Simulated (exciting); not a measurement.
## CsLuS2: the S L₂,₃ edge from the Bethe–Salpeter equation

Aim: the S L₂,₃ absorption edge of CsLuS2 with the electron–hole interaction treated explicitly, and what each term of the kernel does.

Calculated with exciting sodium; X-ray absorption, core-level Bethe-Salpeter equation, exchange and statically screened direct term, Tamm-Dancoff, all-electron LAPW+lo LDA.

Most raw output is cut from this account.

### Step 1. Starting point

Symmetry: R-3m, No. 166, trigonal system. The conventional cell has a = 3.988 Å, b = 3.988 Å, c = 24.135 Å, α = 90.00°, β = 90.00°, γ = 120.00°. Nearest to Lu lie 6 S at 2.71 Å. Nearest to Cs lie 6 S at 3.47 Å. Nearest to S lie 3 Lu at 2.71 Å and 3 Cs at 3.47 Å. Farther neighbours and most contacts between anions are not listed.

As a file:

```cif
data_structure
_symmetry_space_group_name_H-M 'R-3m:H'
_symmetry_Int_Tables_number 166
_cell_length_a 3.9880
_cell_length_b 3.9880
_cell_length_c 24.1354
_cell_angle_alpha 90.000
_cell_angle_beta 90.000
_cell_angle_gamma 120.000
_cell_volume 332.43
loop_
_atom_site_label
_atom_site_type_symbol
_atom_site_symmetry_multiplicity
_atom_site_Wyckoff_symbol
_atom_site_fract_x
_atom_site_fract_y
_atom_site_fract_z
_atom_site_occupancy
Lu1 Lu 3 b 0.33333 0.66667 0.16667 1
Cs1 Cs 3 a 0.00000 0.00000 0.00000 1
S1 S 6 c 0.00000 0.00000 0.22592 1
```

Differences between curves are given as r.m.s. difference over r.m.s. height.

### Step 2. The self-consistent potential

The species files are the program's own, with muffin-tin radii set in the input.

File input.xml:

```
<input>
  <title>CsLuS2</title>
  <structure speciespath="." autormt="false" epslat="1.0e-5">
    <crystal>
      <basevect>3.7681426455 2.1755381707 15.2030910547</basevect>
      <basevect>-3.7681426455 2.1755381707 15.2030910547</basevect>
      <basevect>0.0000000000 -4.3510763414 15.2030910547</basevect>
    </crystal>
    <species speciesfile="Lu.xml" rmt="2.300">
      <atom coord="0.5000000000 0.5000000000 0.5000000000"/>
    </species>
    <species speciesfile="Cs.xml" rmt="2.464">
      <atom coord="0.0000000000 0.0000000000 0.0000000000"/>
    </species>
    <species speciesfile="S.xml" rmt="2.300">
      <atom coord="0.2259167700 0.2259167700 0.2259167700"/>
      <atom coord="0.7740832300 0.7740832300 0.7740832300"/>
    </species>
  </structure>
  <groundstate do="fromscratch" xctype="LDA_PW" ngridk="3 3 3" rgkmax="7" gmaxvr="14" nempty="8" swidth="0.001" maxscl="100" epsengy="1e-5"/>
</input>
```

Launch:

```
$ OMP_NUM_THREADS=1 mpirun -n 2 exciting
```

Wall time 58 s (2 MPI ranks of Arm Neoverse V1, shared host).

The warnings file holds hints only, no warning.

The mesh shows a gap of 2.11 eV. Core levels (Dirac, from the valence top):

| atom | level | energy (eV) |
| --- | --- | --- |
| S | 1s1/2 | -2388.8 |
| S | 2s1/2 | -202.8 |
| S | 2p1/2 | -149.3 |
| S | 2p3/2 | -148.0 |

### Step 3. A richer basis for the empty states

Each species file gets more local orbitals, built from u and its energy derivative at 0.15 Ha and u at 0.9 Ha.

input.xml is that of step 2.

File SPECIES.xml, added lines:

```
<lo l="L">  <!-- L = 0, 1, 2, and 3 from Cs on -->
  <wf matchingOrder="0" trialEnergy="0.1500" searchE="false"/>
  <wf matchingOrder="1" trialEnergy="0.1500" searchE="false"/>
  <wf matchingOrder="0" trialEnergy="0.9000" searchE="false"/>
</lo>
```

Launch:

```
$ OMP_NUM_THREADS=1 mpirun -n 2 exciting
```

The job ended after 60 s (2 MPI ranks).

Against the first ground state the total energy moves by -7 meV an atom and the gap by 0.00 eV.

### Step 4. Screening, kernels and BSE for S atom 3

The absorber has 3 Lu at 2.71 Å (pyramidal, site symmetry 3m).

Edit input.xml of step 3 so:

```diff
@@ -19,3 +19,19 @@
   </structure>
-  <groundstate do="fromscratch" xctype="LDA_PW" ngridk="3 3 3" rgkmax="7" gmaxvr="14" nempty="8" swidth="0.001" maxscl="100" epsengy="1e-5"/>
+  <groundstate do="skip" xctype="LDA_PW" ngridk="3 3 3" rgkmax="7" gmaxvr="14" nempty="8" swidth="0.001" maxscl="100" epsengy="1e-5"/>
+  <xs xstype="BSE" ngridk="2 2 2" ngridq="2 2 2" vkloff="0.097 0.273 0.493" rgkmax="7" nempty="59" gqmax="3" lmaxapwwf="5" lmaxemat="3" broad="0.01654" tevout="true">
+    <energywindow intv="5.075 6.739" points="452"/>
+    <screening screentype="full" nempty="86"/>
+    <BSE xas="true" xasspecies="3" xasatom="1" xasedge="L23" bsetype="singlet" nstlxas="1 55"/>
+    <qpointset>
+      <qpoint>0 0 0</qpoint>
+    </qpointset>
+    <plan>
+      <doonly task="xsgeneigvec"/>
+      <doonly task="writepmatxs"/>
+      <doonly task="scrgeneigvec"/>
+      <doonly task="scrwritepmat"/>
+      <doonly task="screen"/>
+      <doonly task="scrcoulint"/>
+    </plan>
+  </xs>
 </input>
```

File input.xml for the exchange start (cutoff and plan only):

```
  gqmax="2.5"
  <plan>
    <doonly task="exccoulint"/>
  </plan>
```

File input.xml for the last start (plan only):

```
  <plan>
    <doonly task="bse"/>
  </plan>
```

Launch:

```
$ OMP_NUM_THREADS=1 mpirun -n 2 exciting
$ OMP_NUM_THREADS=1 mpirun -n 2 exciting
$ OMP_NUM_THREADS=2 exciting
```

Wall time 18 min (2 MPI ranks).

Wall time by task: xsgeneigvec 12 s, writepmatxs 6.3 s, scrgeneigvec 5.4 s, scrwritepmat 4.8 s, screen 2.2 min, scrcoulint 3 min, exccoulint 11 min, bse 19 s.

The S L₂,₃ spectrum of S atom 3 (energy from the Kohn–Sham onset, core level to the lowest empty state found on the meshes used, 150.11 eV; the ground-state mesh sets it, and the shifted mesh has its lowest transition 0.19 eV above it; Im ε scaled to the maximum of the singlet run; cut below the end of the band set):

| E (eV) | isotropic | ε ⊥ c | ε ∥ c |
| --- | --- | --- | --- |
| -3.0 | 0.02 | 0.02 | 0.02 |
| -2.5 | 0.03 | 0.03 | 0.03 |
| -2.0 | 0.04 | 0.03 | 0.04 |
| -1.5 | 0.05 | 0.05 | 0.05 |
| -1.0 | 0.09 | 0.09 | 0.10 |
| -0.5 | 0.14 | 0.13 | 0.15 |
| 0.0 | 0.18 | 0.19 | 0.18 |
| 0.5 | 0.26 | 0.27 | 0.24 |
| 1.0 | 0.35 | 0.35 | 0.34 |
| 1.5 | 0.40 | 0.39 | 0.42 |
| 2.0 | 0.46 | 0.46 | 0.48 |
| 2.5 | 0.47 | 0.46 | 0.50 |
| 3.0 | 0.43 | 0.43 | 0.42 |
| 3.5 | 0.41 | 0.43 | 0.38 |
| 4.0 | 0.36 | 0.36 | 0.37 |
| 4.5 | 0.34 | 0.33 | 0.36 |
| 5.0 | 0.38 | 0.38 | 0.37 |
| 5.5 | 0.39 | 0.40 | 0.39 |
| 6.0 | 0.42 | 0.43 | 0.40 |
| 6.5 | 0.51 | 0.53 | 0.48 |
| 7.0 | 0.55 | 0.56 | 0.53 |
| 7.5 | 0.62 | 0.61 | 0.63 |
| 8.0 | 0.66 | 0.65 | 0.68 |
| 8.5 | 0.74 | 0.74 | 0.73 |
| 9.0 | 0.80 | 0.80 | 0.81 |
| 9.5 | 0.90 | 0.91 | 0.89 |
| 10.0 | 0.95 | 0.96 | 0.94 |
| 10.5 | 1.00 | 1.01 | 0.97 |
| 11.0 | 0.92 | 0.90 | 0.96 |
| 11.5 | 0.93 | 0.90 | 0.98 |
| 12.0 | 0.90 | 0.89 | 0.91 |
| 12.5 | 0.87 | 0.85 | 0.91 |
| 13.0 | 0.85 | 0.82 | 0.90 |
| 13.5 | 0.93 | 0.93 | 0.94 |
| 14.0 | 0.89 | 0.89 | 0.87 |
| 14.5 | 0.85 | 0.88 | 0.78 |
| 15.0 | 0.82 | 0.86 | 0.74 |
| 15.5 | 0.80 | 0.84 | 0.73 |
| 16.0 | 0.79 | 0.81 | 0.73 |
| 16.5 | 0.78 | 0.80 | 0.74 |
| 17.0 | 0.73 | 0.75 | 0.71 |
| 17.5 | 0.61 | 0.60 | 0.62 |
| 18.0 | 0.63 | 0.60 | 0.68 |
| 18.5 | 0.59 | 0.56 | 0.64 |
| 19.0 | 0.57 | 0.55 | 0.60 |
| 19.5 | 0.66 | 0.64 | 0.68 |
| 20.0 | 0.68 | 0.66 | 0.72 |
| 20.5 | 0.68 | 0.66 | 0.73 |
| 21.0 | 0.64 | 0.64 | 0.65 |
| 21.5 | 0.62 | 0.61 | 0.65 |
| 22.0 | 0.53 | 0.51 | 0.56 |

Maxima (height): 2.3 eV (0.48), 10.4 eV (1.00), 13.5 eV (0.94), 18.1 eV (0.63) and 20.3 eV (0.69).

The Hamiltonian has 2640 rows. The lowest groups of eigenvalues and the brightest ones, on the scale above (the program counts from the shifted mesh's onset, 0.19 eV higher). Core spinors bring spin-forbidden partners, so dark means forbidden by spin or by symmetry, and the shifted mesh splits states that symmetry would keep together:

| energy (eV) | states within 10 meV | relative strength |
| --- | --- | --- |
| -0.780 | 4 | 0.38 |
| -0.661 | 4 | 0.37 |
| -0.296 | 4 | 0.28 |
| -0.046 | 4 | 0.26 |
| 0.151 | 4 | 0.33 |
| 0.180 | 4 | 0.058 |
| 1.778 | 4 | 0.82 |
| 6.547 | 4 | 0.83 |
| 7.684 | 6 | 0.82 |
| 8.979 | 8 | 1.00 |
| 9.135 | 4 | 0.90 |
| 12.480 | 6 | 0.84 |
| 14.833 | 4 | 0.80 |

### Step 5. Independent particles

Edit input.xml of step 4 so:

```diff
@@ -23,3 +23,3 @@
     <screening screentype="full" nempty="86"/>
-    <BSE xas="true" xasspecies="3" xasatom="1" xasedge="L23" bsetype="singlet" nstlxas="1 55"/>
+    <BSE xas="true" xasspecies="3" xasatom="1" xasedge="L23" bsetype="IP" nstlxas="1 55"/>
     <qpointset>
@@ -28,8 +28,3 @@
     <plan>
-      <doonly task="xsgeneigvec"/>
-      <doonly task="writepmatxs"/>
-      <doonly task="scrgeneigvec"/>
-      <doonly task="scrwritepmat"/>
-      <doonly task="screen"/>
-      <doonly task="scrcoulint"/>
+      <doonly task="bse"/>
     </plan>
```

Launch:

```
$ OMP_NUM_THREADS=2 exciting
```

Wall time 4.5 s (2 threads).

Maxima (height): 14.8 eV (0.89), 16.8 eV (0.91), 18.0 eV (0.93), 18.9 eV (0.87) and 21.0 eV (0.88); 2 lower ones aren't listed. The spectrum differs from the singlet run by 36 % r.m.s. Moving the earlier curve by +3.7 eV leaves 15 %. The highest maximum lies at 18.0 eV (0.93), against 10.4 eV (1.00).

### Step 6. Exchange alone

Edit input.xml of step 5 so:

```diff
@@ -23,3 +23,3 @@
     <screening screentype="full" nempty="86"/>
-    <BSE xas="true" xasspecies="3" xasatom="1" xasedge="L23" bsetype="IP" nstlxas="1 55"/>
+    <BSE xas="true" xasspecies="3" xasatom="1" xasedge="L23" bsetype="RPA" nstlxas="1 55"/>
     <qpointset>
```

Launch:

```
$ OMP_NUM_THREADS=2 exciting
```

Wall time 20 s (2 threads).

Maxima (height): 14.8 eV (0.86), 16.8 eV (0.90), 18.0 eV (0.94), 18.9 eV (0.88) and 21.1 eV (0.90); 2 lower ones aren't listed. The spectrum differs from the independent-particle run by 4 % r.m.s.

### Step 7. Another input

In this try the input is made faulty on purpose, to show what that does.

Edit input.xml of step 6 so:

```diff
@@ -22,4 +22,4 @@
     <energywindow intv="5.075 6.739" points="452"/>
-    <screening screentype="full" nempty="86"/>
-    <BSE xas="true" xasspecies="3" xasatom="1" xasedge="L23" bsetype="RPA" nstlxas="1 55"/>
+    <screening screentype="full" nempty="3"/>
+    <BSE xas="true" xasspecies="3" xasatom="1" xasedge="L23" bsetype="singlet" nstlxas="1 55"/>
     <qpointset>
@@ -28,3 +28,6 @@
     <plan>
-      <doonly task="bse"/>
+      <doonly task="scrgeneigvec"/>
+      <doonly task="scrwritepmat"/>
+      <doonly task="screen"/>
+      <doonly task="scrcoulint"/>
     </plan>
```

File input.xml for the last start (plan only):

```
  <plan>
    <doonly task="bse"/>
  </plan>
```

Launch:

```
$ OMP_NUM_THREADS=1 mpirun -n 2 exciting
$ OMP_NUM_THREADS=2 exciting
```

Run time: 4.1 min. Hardware: 2 MPI ranks.

Wall time by task: scrgeneigvec 12 s, scrwritepmat 4.5 s, screen 27 s, scrcoulint 3 min, bse 19 s.

The input has a fault: far too few empty states in the screening. Against the singlet run the r.m.s. difference is 57 %. Moving the earlier curve by -6.8 eV leaves 32 %. The highest maximum lies at 0.2 eV (1.07), against 10.4 eV (1.00). The first bright state moves from -0.78 to -1.87 eV. Too few states underscreen, so the attraction is too strong.

| E (eV) | first run | this run |
| --- | --- | --- |
| -5.0 | 0.01 | 0.03 |
| -4.0 | 0.02 | 0.04 |
| -3.0 | 0.02 | 0.08 |
| -2.0 | 0.04 | 0.27 |
| -1.0 | 0.09 | 0.53 |
| 0.0 | 0.18 | 1.00 |
| 1.0 | 0.35 | 0.82 |
| 2.0 | 0.46 | 0.66 |
| 3.0 | 0.43 | 0.57 |
| 4.0 | 0.36 | 0.76 |
| 5.0 | 0.38 | 0.89 |
| 6.0 | 0.42 | 0.97 |
| 7.0 | 0.55 | 0.91 |
| 8.0 | 0.66 | 0.90 |
| 9.0 | 0.80 | 0.90 |
| 10.0 | 0.95 | 0.74 |
| 11.0 | 0.92 | 0.65 |
| 12.0 | 0.90 | 0.60 |
| 13.0 | 0.85 | 0.62 |
| 14.0 | 0.89 | 0.49 |
| 15.0 | 0.82 | 0.48 |
| 16.0 | 0.79 | 0.43 |
| 17.0 | 0.73 | 0.35 |
| 18.0 | 0.63 | 0.38 |
| 19.0 | 0.57 | 0.44 |
| 20.0 | 0.68 | 0.40 |
| 21.0 | 0.64 | 0.31 |
| 22.0 | 0.53 | 0.23 |

### Step 8. Ground state with other settings

File input.xml:

```
<input>
  <title>CsLuS2</title>
  <structure speciespath="." autormt="false" epslat="1.0e-5">
    <crystal>
      <basevect>3.7681426455 2.1755381707 15.2030910547</basevect>
      <basevect>-3.7681426455 2.1755381707 15.2030910547</basevect>
      <basevect>0.0000000000 -4.3510763414 15.2030910547</basevect>
    </crystal>
    <species speciesfile="Lu.xml" rmt="2.300">
      <atom coord="0.5000000000 0.5000000000 0.5000000000"/>
    </species>
    <species speciesfile="Cs.xml" rmt="2.464">
      <atom coord="0.0000000000 0.0000000000 0.0000000000"/>
    </species>
    <species speciesfile="S.xml" rmt="2.300">
      <atom coord="0.2259167700 0.2259167700 0.2259167700"/>
      <atom coord="0.7740832300 0.7740832300 0.7740832300"/>
    </species>
  </structure>
  <groundstate do="fromscratch" xctype="LDA_PW" ngridk="3 3 3" rgkmax="3.5" gmaxvr="14" nempty="8" swidth="0.001" maxscl="100" epsengy="1e-5"/>
</input>
```

SPECIES.xml, added lines is that of step 3.

Launch:

```
$ OMP_NUM_THREADS=1 mpirun -n 2 exciting
```

It took 54 s on 2 MPI ranks.

Against the second ground state the total energy moves by 9874 meV an atom and the gap by -0.19 eV.

### Step 9. A changed run

Edit input.xml of step 8 so:

```diff
@@ -19,3 +19,19 @@
   </structure>
-  <groundstate do="fromscratch" xctype="LDA_PW" ngridk="3 3 3" rgkmax="3.5" gmaxvr="14" nempty="8" swidth="0.001" maxscl="100" epsengy="1e-5"/>
+  <groundstate do="skip" xctype="LDA_PW" ngridk="3 3 3" rgkmax="3.5" gmaxvr="14" nempty="8" swidth="0.001" maxscl="100" epsengy="1e-5"/>
+  <xs xstype="BSE" ngridk="2 2 2" ngridq="2 2 2" vkloff="0.097 0.273 0.493" rgkmax="3.5" nempty="59" gqmax="3" lmaxapwwf="5" lmaxemat="3" broad="0.01654" tevout="true">
+    <energywindow intv="5.148 6.811" points="452"/>
+    <screening screentype="full" nempty="86"/>
+    <BSE xas="true" xasspecies="3" xasatom="1" xasedge="L23" bsetype="singlet" nstlxas="1 55"/>
+    <qpointset>
+      <qpoint>0 0 0</qpoint>
+    </qpointset>
+    <plan>
+      <doonly task="xsgeneigvec"/>
+      <doonly task="writepmatxs"/>
+      <doonly task="scrgeneigvec"/>
+      <doonly task="scrwritepmat"/>
+      <doonly task="screen"/>
+      <doonly task="scrcoulint"/>
+    </plan>
+  </xs>
 </input>
```

File input.xml for the exchange start (cutoff and plan only):

```
  gqmax="2.5"
  <plan>
    <doonly task="exccoulint"/>
  </plan>
```

File input.xml for the last start (plan only):

```
  <plan>
    <doonly task="bse"/>
  </plan>
```

Launch:

```
$ OMP_NUM_THREADS=1 mpirun -n 2 exciting
$ OMP_NUM_THREADS=1 mpirun -n 2 exciting
$ OMP_NUM_THREADS=2 exciting
```

Wall time 14 min (2 MPI ranks).

Wall time by task: xsgeneigvec 11 s, writepmatxs 6.3 s, scrgeneigvec 4.5 s, scrwritepmat 4.7 s, screen 59 s, scrcoulint 76 s, exccoulint 11 min, bse 20 s.

The input has a fault: the basis cutoff rgkmax is far too low. Against the singlet run the r.m.s. difference is 55 %. The highest maximum lies at 3.5 eV (0.43), against 10.4 eV (1.00). The first bright state moves from -0.78 to 1.49 eV. The lowest bare transition of this run lies at 2.41 eV, against 0.19. A small basis shifts bands and core levels against each other.

| E (eV) | first run | this run |
| --- | --- | --- |
| -3.0 | 0.02 | 0.01 |
| -2.0 | 0.04 | 0.01 |
| -1.0 | 0.09 | 0.02 |
| 0.0 | 0.18 | 0.03 |
| 1.0 | 0.35 | 0.07 |
| 2.0 | 0.46 | 0.22 |
| 3.0 | 0.43 | 0.35 |
| 4.0 | 0.36 | 0.41 |
| 5.0 | 0.38 | 0.40 |
| 6.0 | 0.42 | 0.33 |
| 7.0 | 0.55 | 0.35 |
| 8.0 | 0.66 | 0.31 |
| 9.0 | 0.80 | 0.34 |
| 10.0 | 0.95 | 0.34 |
| 11.0 | 0.92 | 0.38 |
| 12.0 | 0.90 | 0.42 |
| 13.0 | 0.85 | 0.42 |
| 14.0 | 0.89 | 0.40 |
| 15.0 | 0.82 | 0.35 |
| 16.0 | 0.79 | 0.32 |
| 17.0 | 0.73 | 0.32 |
| 18.0 | 0.63 | 0.30 |
| 19.0 | 0.57 | 0.30 |
| 20.0 | 0.68 | 0.30 |
| 21.0 | 0.64 | 0.28 |
| 22.0 | 0.53 | 0.27 |

### Step 10. The levels of theory side by side

| level | curve passes 0.15 (eV) | highest maximum (eV) | its height |
| --- | --- | --- | --- |
| IP | 2.1 | 18.0 | 0.93 |
| RPA | 2.2 | 18.0 | 0.94 |
| singlet | -0.3 | 10.4 | 1.00 |

| E (eV) | IP | RPA | singlet |
| --- | --- | --- | --- |
| -3.0 | 0.01 | 0.01 | 0.02 |
| -2.0 | 0.01 | 0.01 | 0.04 |
| -1.0 | 0.02 | 0.02 | 0.09 |
| 0.0 | 0.04 | 0.03 | 0.18 |
| 1.0 | 0.08 | 0.07 | 0.35 |
| 2.0 | 0.14 | 0.13 | 0.46 |
| 3.0 | 0.21 | 0.20 | 0.43 |
| 4.0 | 0.29 | 0.27 | 0.36 |
| 5.0 | 0.32 | 0.30 | 0.38 |
| 6.0 | 0.31 | 0.29 | 0.42 |
| 7.0 | 0.29 | 0.27 | 0.55 |
| 8.0 | 0.34 | 0.31 | 0.66 |
| 9.0 | 0.40 | 0.37 | 0.80 |
| 10.0 | 0.49 | 0.45 | 0.95 |
| 11.0 | 0.61 | 0.57 | 0.92 |
| 12.0 | 0.71 | 0.66 | 0.90 |
| 13.0 | 0.86 | 0.81 | 0.85 |
| 14.0 | 0.84 | 0.80 | 0.89 |
| 15.0 | 0.88 | 0.86 | 0.82 |
| 16.0 | 0.84 | 0.82 | 0.79 |
| 17.0 | 0.90 | 0.89 | 0.73 |
| 18.0 | 0.93 | 0.94 | 0.63 |
| 19.0 | 0.87 | 0.88 | 0.57 |
| 20.0 | 0.76 | 0.77 | 0.68 |
| 21.0 | 0.88 | 0.90 | 0.64 |
| 22.0 | 0.86 | 0.89 | 0.53 |

### Step 11. Summary of results

| Quantity | Value |
| --- | --- |
| absorber and edge | S L₂,₃, atom 3 |
| surroundings | 3 Lu at 2.71 Å (pyramidal, site symmetry 3m) |
| first bright state | -0.78 eV from the Kohn–Sham onset, on this mesh |
| highest maximum | 10.4 eV |
| cost of the BSE run | 18 min on 2 MPI ranks of Arm Neoverse V1, shared host; the last task ran on as many threads |

In words: Is a core exciton bound? Yes on this mesh: the first bright state (over 5 % of the brightest) lies at -0.78 eV from the Kohn–Sham onset and at -0.97 eV from the lowest bare transition of its own mesh. Exchange alone changes the independent-particle spectrum by 4 % r.m.s. Binding energies aren't converged on 8 k points, and fine structure above the first lines is partly noise of the mesh. The kernel cutoff is low for a compact core orbital, so the effect of exchange is a lower bound. The zero comes from the unshifted 3×3×3 ground-state mesh; it is exact only where the band minimum lies on that mesh. The conduction states carry no spin here, so the exchange coupling to the spinor core hole is only partly held. The Kohn–Sham onset, 150 eV, is no photon energy (tabulated edge of the element: 162.5 eV): the scale needs a rigid shift. Bands and screening come from semilocal DFT, whose small gap overscreens. Vibrations and energy-dependent lifetimes are left out. The structure is a Materials Project entry, computed there, and may be a hypothetical form.

[Logs are printed without paths, hosts, clocks, repeated set-up lines and the standing remarks that a program may print on its own settings, such as how far it seeks lower states.]

[Hosts, paths, dates, database ids (printed as entryN), source tags and the programs' standing remarks are cut or masked in the printed files.]
